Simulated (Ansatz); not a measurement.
# TmI2 (P-3m1): how robust is the cRPA U?

Wanted: the sensitivity and cost of U and J for TmI2 (P-3m1).

Program: Ansatz 0.2.0. Level of theory: constrained RPA on LDA, plane waves, PAW. Results are calculated unless marked as measured.

Report form: the programs' logs are mostly left out.

## Step 1: Set-up

Symmetry: P-3m1, No. 164, trigonal system. The conventional cell has a = 4.090 Å, b = 4.090 Å, c = 7.609 Å, α = 90.00°, β = 90.00°, γ = 120.00°. Tm has 6 I at 3.03 Å nearest. I has 3 Tm at 3.03 Å nearest. Farther neighbours and most contacts between anions are not listed.

The cell and positions are those that the Materials Project relaxed with its own functionals (PBE, PBE+U or r2SCAN), kept fixed. Spin-orbit coupling is left out unless a step names it. The default PAW set here is soft_2. Its files were made with PBE.

## Step 2: Base: Tm f, bands v7 to v1, 6×6×2 mesh, medium accuracy

Constrained RPA screens the interaction with every transition except those inside the target bands, which a later many-body model would treat itself.

input.yaml reads:

```yaml
crystal:
  lattice:
    - [-2.89217283, 1.0e-08, -2.89217285]
    - [2.89217283, -2.89217285, 1.0e-08]
    - [-4.39321201, -4.39321194, 4.39321194]
  atoms:
    - { symbol: Tm, position: [0.0, 0.0, 0.0] }
    - { symbol: I, position: [0.66666667, 0.33333333, 0.75075616] }
    - { symbol: I, position: [0.33333333, 0.66666667, 0.24924384] }
kpoints:
  mp_grid: { grid: [6, 6, 4] }
hamiltonian:
  xc: lda
scf:
  occupations: { method: gaussian, width: 0.08 }
  n_extra_bands: 21
  max_iter: 150
output:
  crpa:
    kmesh: [6, 6, 2]
    target_bands: [v7, v1]
    projections: [{ species: Tm, l: f, shell: 4 }]
  local_orbitals:
    kmesh: [12, 12, 4]
    orbitals: [{ species: Tm, l: f, shell: 4 }]
    window: { bands: [v7, v1] }
    seedname: lo
```

On the command line:

```sh
> ansatz run input.yaml --threads 4 --pin off --max-ram 9216MiB --backend cpu --events-out ev --progress --plain --runs-dir out
```

Elapsed: 14 min, on 4 threads of Arm Neoverse V1, shared host; peak memory 1 GiB.

Numbers from this step:

```
U                                                 : 5.316 eV
U prime (inter-orbital)                           : 3.840 eV
J                                                 : 0.6928 eV
bare V                                            : 33.02 eV
bare J                                            : 0.8875 eV
stated bound on U                                 : 0.01051 eV
U over bare V                                     : 0.1610
electrons in the window                           : 13.00
head of the constrained inverse dielectric matrix : 0.1493
least eigenvalue of the projection's overlap      : 0.9217
target functions                                  : 7
bands in the sums                                 : 58
r.m.s. miss of the model bands                    : 2.92e-4 eV
width of the target bands                         : 0.2064 eV
weight of the projected orbitals in the window    : 0.9828
```

On the Tm f shell, screening brings the on-site interaction from 33.0 eV down to U = 5.32 eV.

## Step 3: Changed: 3×3×2 mesh

input.yaml: that of step 2 with these lines changed.

```diff
@@ -19,9 +19,4 @@
   crpa:
-    kmesh: [6, 6, 2]
+    kmesh: [3, 3, 2]
     target_bands: [v7, v1]
     projections: [{ species: Tm, l: f, shell: 4 }]
-  local_orbitals:
-    kmesh: [12, 12, 4]
-    orbitals: [{ species: Tm, l: f, shell: 4 }]
-    window: { bands: [v7, v1] }
-    seedname: lo
```

The job ended after 1.7 min (4 threads; peak memory 0.82 GiB).

This step gave:

```yaml
u: 5.056 eV
u_prime_inter_orbital: 3.561 eV
j: 0.6880 eV
bare_v: 33.05 eV
bare_j: 0.8873 eV
stated_bound_on_u: 0.007771 eV
u_over_bare_v: 0.1530
electrons_in_the_window: 13.00
head_of_the_constrained_inverse_dielectric_matrix: 0.1213
least_eigenvalue_of_the_projection_s_overlap: 0.9217
target_functions: 7
bands_in_the_sums: 58
width_of_the_target_bands: 0.2064 eV
weight_of_the_projected_orbitals_in_the_window: 0.9828
```

On the Tm f shell, screening brings the on-site interaction from 33.0 eV down to U = 5.06 eV.

## Step 4: Changed: orbitals of another atom

input.yaml: that of step 3 with these lines changed.

```diff
@@ -19,4 +19,4 @@
   crpa:
-    kmesh: [3, 3, 2]
+    kmesh: [6, 6, 2]
     target_bands: [v7, v1]
-    projections: [{ species: Tm, l: f, shell: 4 }]
+    projections: [{ species: I, l: p }]
```

It took 0.23 s on 4 threads; peak memory 0.099 GiB.

The program refused the input before any cycle.

The program's message: “Error: invalid value for `output.crpa.projections`: 6 orbital(s) selected but the target window spans 7 band(s); name one orbital per band of it”

The fault put into this input: trial orbitals that do not match the target bands.

## Step 5: Changed: volume +6 %

The cell differs from the one that the last finished run ended in (a 4.090 → 4.170 Å, b 4.090 → 4.170 Å, c 7.609 → 7.759 Å).

input.yaml: that of step 4 with these lines changed.

```diff
@@ -2,5 +2,5 @@
   lattice:
-    - [-2.89217283, 1.0e-08, -2.89217285]
-    - [2.89217283, -2.89217285, 1.0e-08]
-    - [-4.39321201, -4.39321194, 4.39321194]
+    - [-2.9488965021, 1.02e-08, -2.9488965225]
+    - [2.9488965021, -2.9488965225, 1.02e-08]
+    - [-4.479375297, -4.4793752256, 4.4793752256]
   atoms:
@@ -21,2 +21,7 @@
     target_bands: [v7, v1]
-    projections: [{ species: I, l: p }]
+    projections: [{ species: Tm, l: f, shell: 4 }]
+  local_orbitals:
+    kmesh: [12, 12, 4]
+    orbitals: [{ species: Tm, l: f, shell: 4 }]
+    window: { bands: [v7, v1] }
+    seedname: lo
```

It took 20 min on 4 threads; peak memory 1 GiB; 77 min of CPU time.

This step gave:

```yaml
u: 5.860 eV
u_prime_inter_orbital: 4.365 eV
j: 0.7025 eV
bare_v: 33.15 eV
bare_j: 0.8912 eV
stated_bound_on_u: 0.01078 eV
u_over_bare_v: 0.1768
electrons_in_the_window: 13.00
head_of_the_constrained_inverse_dielectric_matrix: 0.1875
least_eigenvalue_of_the_projection_s_overlap: 0.9366
target_functions: 7
bands_in_the_sums: 58
r_m_s_miss_of_the_model_bands: 1.68e-4 eV
width_of_the_target_bands: 0.1721 eV
weight_of_the_projected_orbitals_in_the_window: 0.9856
```

On the Tm f shell, screening brings the on-site interaction from 33.1 eV down to U = 5.86 eV.

## Step 6: Side by side

Times are wall times on 4 threads of Arm Neoverse V1, shared host, good to a factor of about two.

```tsv
run	bare V (eV)	U (eV)	J (eV)	bound on U (eV)	width (eV)	time
target window	33.02	5.316	0.693	0.0105	0.21	14 min
3×3×2 mesh	33.05	5.056	0.688	0.0078	0.21	1.7 min
volume +6 %	33.15	5.860	0.702	0.0108	0.17	20 min
```

## Step 7: What came out

| Quantity | Value |
| --- | --- |
| target window | U 5.32 eV, J 0.69 eV |
| 3×3×2 mesh | U 5.06 eV, J 0.69 eV |
| volume +6 % | U 5.86 eV, J 0.70 eV |

**Reading.** 3×3×2 mesh moves U by −0.26 eV at 0.12 times the time. Volume +6 % moves U by +0.54 eV. The printed bound covers the solver alone, not the mesh, and no denser mesh than the base was run. The parent state is non-magnetic and the interaction static (zero frequency); U depends on the window and the orbitals, so it belongs to this model alone.

[Paths, hosts, dates, memory and timing lines, banners, echoed tables and standing remarks are left out of the program output.]

[Logs are printed without paths, hosts, clocks, repeated set-up lines and the standing remarks that a program may print on its own settings, such as how far it seeks lower states.]

[Runs of the session that timed out or met a known fault of the program may be left out.]

[Hosts, paths, dates, database ids (printed as entryN), source tags and the programs' standing remarks are cut or masked in the printed files.]
